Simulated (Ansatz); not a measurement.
# P on Pt(100): change of the work function, part 4 of 4

Aim: the work function of Pt(100) at several coverages of P (hollow site), and the dipole that each adsorbate carries.

Ansatz 0.2.0; plane-wave DFT, PBE, Ansatz PAW.

So far, work function, upper face (eV): step 2 (the clean slab) 5.66; step 3 (37 atoms, coverage 0.111 ML, cell 3x3) 5.55; step 4 (17 atoms, coverage 0.25 ML, cell 2x2) 5.39.

## (5) Adsorbate added, k-mesh 6×6×1, coverage 0.5 ML (continued)

The density of states has structure finer than the step of the table below, so its rows give means over 0.25 eV. Peaks (eV: height): -4.120: 43.8, -3.790: 73.8, -3.730: 42.7, -3.250: 42.6, -2.530: 37.2, -2.170: 43.1, -0.480: 46.4.

Density of states against energy, zero at the Fermi level; means over each step:

| energy (eV) | density of states (states/eV a cell) |
| --- | --- |
| -7.75 | 1.60 |
| -7.50 | 1.84 |
| -7.25 | 4.46 |
| -7.00 | 9.05 |
| -6.75 | 6.96 |
| -6.50 | 9.67 |
| -6.25 | 18.5 |
| -6.00 | 18.9 |
| -5.75 | 26.5 |
| -5.50 | 21.2 |
| -5.25 | 27.5 |
| -5.00 | 18.5 |
| -4.75 | 20.8 |
| -4.50 | 18.1 |
| -4.25 | 24.3 |
| -4.00 | 25.9 |
| -3.75 | 29.9 |
| -3.50 | 26.7 |
| -3.25 | 33.3 |
| -3.00 | 28.7 |
| -2.75 | 22.7 |
| -2.50 | 27.1 |
| -2.25 | 29.8 |
| -2.00 | 24.7 |
| -1.75 | 22.3 |
| -1.50 | 22.1 |
| -1.25 | 29.3 |
| -1.00 | 28.3 |
| -0.75 | 22.6 |
| -0.50 | 25.9 |
| -0.25 | 20.9 |
| 0.00 | 31.2 |
| 0.25 | 12.4 |
| 0.50 | 10.3 |
| 0.75 | 8.64 |
| 1.00 | 6.56 |
| 1.25 | 6.96 |
| 1.50 | 5.72 |
| 1.75 | 6.33 |

The relaxation took 4 steps and lowered the energy by 0.72 eV; the largest force on the free atoms ends at 0.010 eV/Å.

The covered face has 4.98 eV, -0.68 eV against the clean one; the bare back face has moved by +0.03 eV, a measure of how thin the slab is.

## (6) Adsorbate added, k-mesh 12×12×1, coverage 1 ML

System of this step: PPt4 (P/Pt(100)). The cell holds 5 atoms: 4 Pt and 1 P. Its edges and angles: a = 2.772 Å, b = 2.772 Å, c = 25.495 Å, α = 90.0°, β = 90.0°, γ = 90.0°. Vacuum lies along c.

Another coverage, to see how the dipoles act on each other as their distance changes.

The input, input.yaml:

```yaml
crystal:
  lattice:
    - [2.7718585823, 0.0, 0.0]
    - [0.0, 2.7718585823, 0.0]
    - [0.0, 0.0, 25.495063319]
  atoms:
    - { symbol: Pt, position: [0.5, 0.5, 0.3530095175] }
    - { symbol: Pt, position: [0.0, 0.0, 0.4298871457] }
    - { symbol: Pt, position: [0.5, 0.5, 0.5085321066] }
    - { symbol: Pt, position: [0.0, 0.0, 0.5859367241] }
    - { symbol: P, position: [0.5, 0.5, 0.6469904825] }
kpoints:
  mp_grid: { grid: [12, 12, 1] }
hamiltonian:
  xc: pbe
scf:
  occupations: { method: fermi_dirac, width: 0.1 }
  convergence: { dr2_threshold: 1.0e-08 }
efield:
  axis: 3
  dipole_correction: true
  ramp_position: 0.97
  ramp_width: 0.06
relax:
  f_tol: 0.02
  max_steps: 60
  constraints: [{ sites: [0, 1] }]
output:
  write_potential: true
  write_density: true
  volumetric_format: npy
```

On the command line:

```
$ ansatz run input.yaml --threads 4 --pin off --max-ram 16384MiB --backend cpu --events-out ev --progress --plain --runs-dir out
```

Log:

```text
[...]
Crystal: 5 atoms, lattice volume = 195.884 Å³
Basis set: ecut = 420 eV, 3913 PW (Γ), exchange–correlation on 40×40×360 points (8 copies of the dense FFT grid, shifted against one another)
Bands: 47, of which v1, the nominal top of the filled ones, is band 39 counted from 1 (38 counted from 0)
Symmetry: 8 space group operations
[...]
--- Relaxed structure (5 steps of the walk, 5 accepted, 0 SCFs on fresh bases) ---
  F+E_penalty+E_count = -50846.84456434 eV   max|allowed force component| = 4.226e-4 eV/Å
  atoms:
    - { symbol: Pt, position: [0.5, 0.5, 0.353010] }
    - { symbol: Pt, position: [0.0, 0.0, 0.4298871457] }
    - { symbol: Pt, position: [0.5, 0.5, 0.509602] }
    - { symbol: Pt, position: [0, 0.0, 0.594352] }
    - { symbol: P, position: [0.5, 0.5, 0.653347] }
[key lines of the parts left out:]
SCF converged after 6 iterations
Free energy (F): -50846.844564 eV
Fermi energy:    4.819292 eV
Dipole field:    D = 0.033023 V/Å  (p = 0.035748 e·Å, saw-weighted, corrected)
Work function:   Φ+ = 4.8151 eV   Φ− = 5.6570 eV
```

Run time: 34 s. Hardware: 4 threads of Arm Neoverse V1, shared host; peak memory 0.59 GiB.

Relaxation path:

| step | energy less that of the first step (eV) | largest force component (eV/Å) |
| --- | --- | --- |
| 1 | 0.0000 | 1.3477 |
| 2 | -0.0879 | 0.6605 |
| 3 | -0.1064 | 0.2886 |
| 4 | -0.1100 | 0.0257 |
| 5 | -0.1101 | 0.0004 |

The run keeps the 8 symmetry operations that the program found, so distortions that break them were not tested.

The atoms that moved most (Å):

| atom | dx | dy | dz | length |
| --- | --- | --- | --- | --- |
| Pt4 | 0.000 | 0.000 | 0.215 | 0.215 |
| P5 | 0.000 | 0.000 | 0.162 | 0.162 |
| Pt3 | 0.000 | 0.000 | 0.027 | 0.027 |

The relaxed structure:

```cif
data_structure
_symmetry_space_group_name_H-M 'P 1'
_symmetry_Int_Tables_number 1
_cell_length_a 2.7719
_cell_length_b 2.7719
_cell_length_c 25.4951
_cell_angle_alpha 90.000
_cell_angle_beta 90.000
_cell_angle_gamma 90.000
_cell_volume 195.88
loop_
_atom_site_label
_atom_site_type_symbol
_atom_site_fract_x
_atom_site_fract_y
_atom_site_fract_z
_atom_site_occupancy
Pt1 Pt 0.50000 0.50000 0.35301 1
Pt2 Pt 0.00000 0.00000 0.42989 1
Pt3 Pt 0.50000 0.50000 0.50960 1
Pt4 Pt 0.00000 0.00000 0.59435 1
P5 P 0.50000 0.50000 0.65335 1
```

Running mean over 1.96 Å of the planar mean; the ramp of the sawtooth is left out. The electron's electrostatic potential energy less the Fermi level by z:

| z (Å) | electron's electrostatic potential energy less the Fermi level (eV) |
| --- | --- |
| 3.0 | 5.66 |
| 3.5 | 5.66 |
| 4.0 | 5.66 |
| 4.5 | 5.66 |
| 5.0 | 5.65 |
| 5.5 | 5.65 |
| 6.0 | 5.61 |
| 6.5 | 5.49 |
| 7.0 | 4.95 |
| 7.5 | 2.61 |
| 8.0 | -3.03 |
| 8.5 | -8.79 |
| 9.0 | -11.3 |
| 9.5 | -11.8 |
| 10.0 | -12.0 |
| 10.5 | -12.0 |
| 11.0 | -12.0 |
| 11.5 | -11.6 |
| 12.0 | -11.3 |
| 12.5 | -11.6 |
| 13.0 | -11.8 |
| 13.5 | -10.9 |
| 14.0 | -10.1 |
| 14.5 | -11.1 |
| 15.0 | -13.3 |
| 15.5 | -15.5 |
| 16.0 | -15.3 |
| 16.5 | -11.5 |
| 17.0 | -7.64 |
| 17.5 | -3.33 |
| 18.0 | 1.53 |
| 18.5 | 3.99 |
| 19.0 | 4.63 |
| 19.5 | 4.77 |
| 20.0 | 4.80 |
| 20.5 | 4.81 |
| 21.0 | 4.81 |
| 21.5 | 4.81 |
| 22.0 | 4.82 |
| 22.5 | 4.82 |

The relaxation took 5 steps and lowered the energy by 0.11 eV; the largest force on the free atoms ends at 4.2e-4 eV/Å.

The covered face has 4.82 eV, -0.84 eV against the clean one; the bare back face has moved by +0.00 eV, a measure of how thin the slab is.

## (7) Work function against coverage

This step: plane-wave DFT, PBE, Ansatz PAW; work function against coverage (Ansatz 0.2.0).

The runs are now put side by side.

This step gave:

* work function of the clean face: 5.655 eV
* largest change of the work function: -0.8402 eV

Table of work function of the covered face by coverage:

| coverage (adsorbates/nm²) | work function of the covered face (eV) |
| --- | --- |
| 0.00 | 5.66 |
| 1.45 | 5.55 |
| 3.25 | 5.39 |
| 6.51 | 4.98 |
| 13.02 | 4.82 |

The dipole per adsorbate comes from the change of the cell's dipole. Coverage, by row:

| coverage (1/nm²) | coverage (ML) | work function (eV) | change (eV) | dipole per adsorbate, positive end outwards (debye) | mean height of the added atoms over the highest substrate atom (Å) |
| --- | --- | --- | --- | --- | --- |
| 1.446 | 0.1111 | 5.545 | -0.1102 | 0.223 | 1.138 |
| 3.254 | 0.25 | 5.388 | -0.2674 | 0.223 | 1.196 |
| 6.508 | 0.5 | 4.979 | -0.6763 | 0.289 | 1.32 |
| 13.02 | 1 | 4.815 | -0.8402 | 0.172 | 1.504 |

## (8) Summary of results

```
work function of the clean face                        : 5.66 eV
work function at 0.11 ML                               : 5.55 eV
work function at 0.25 ML                               : 5.39 eV
work function at 0.5 ML                                : 4.98 eV
work function at 1 ML                                  : 4.82 eV
dipole per adsorbate at 0.11 ML, positive end outwards : 0.22 D
```

In words: At the lowest coverage P changes the work function of Pt(100) by under 0.15 eV, within the error of so thin a slab; the largest change, -0.84 eV, comes at higher coverage. The slab has 4 layers, at the tabulated experimental lattice constant, one starting site was run, and quantum-size effects of a slab this thin can reach one or two tenths of an eV.

[Long decimals in the printed logs are rounded to 6 places.]

[Logs are printed without paths, hosts, clocks, repeated set-up lines and the standing remarks that a program may print on its own settings, such as how far it seeks lower states.]

[Hosts, paths, dates, database ids (printed as entryN), source tags and the programs' standing remarks are cut or masked in the printed files.]

[Maps of the electrostatic potential energy from Ansatz leave out the sawtooth potential of an applied field or a dipole correction, so their vacuum need not be flat; planar profiles and work functions include it.]

[The density of states shown here was stored with 400 of the rows of the run's finer table, so its peaks can read low, often by over a quarter, or be missed, and its means over a window can be off by a tenth or more.]
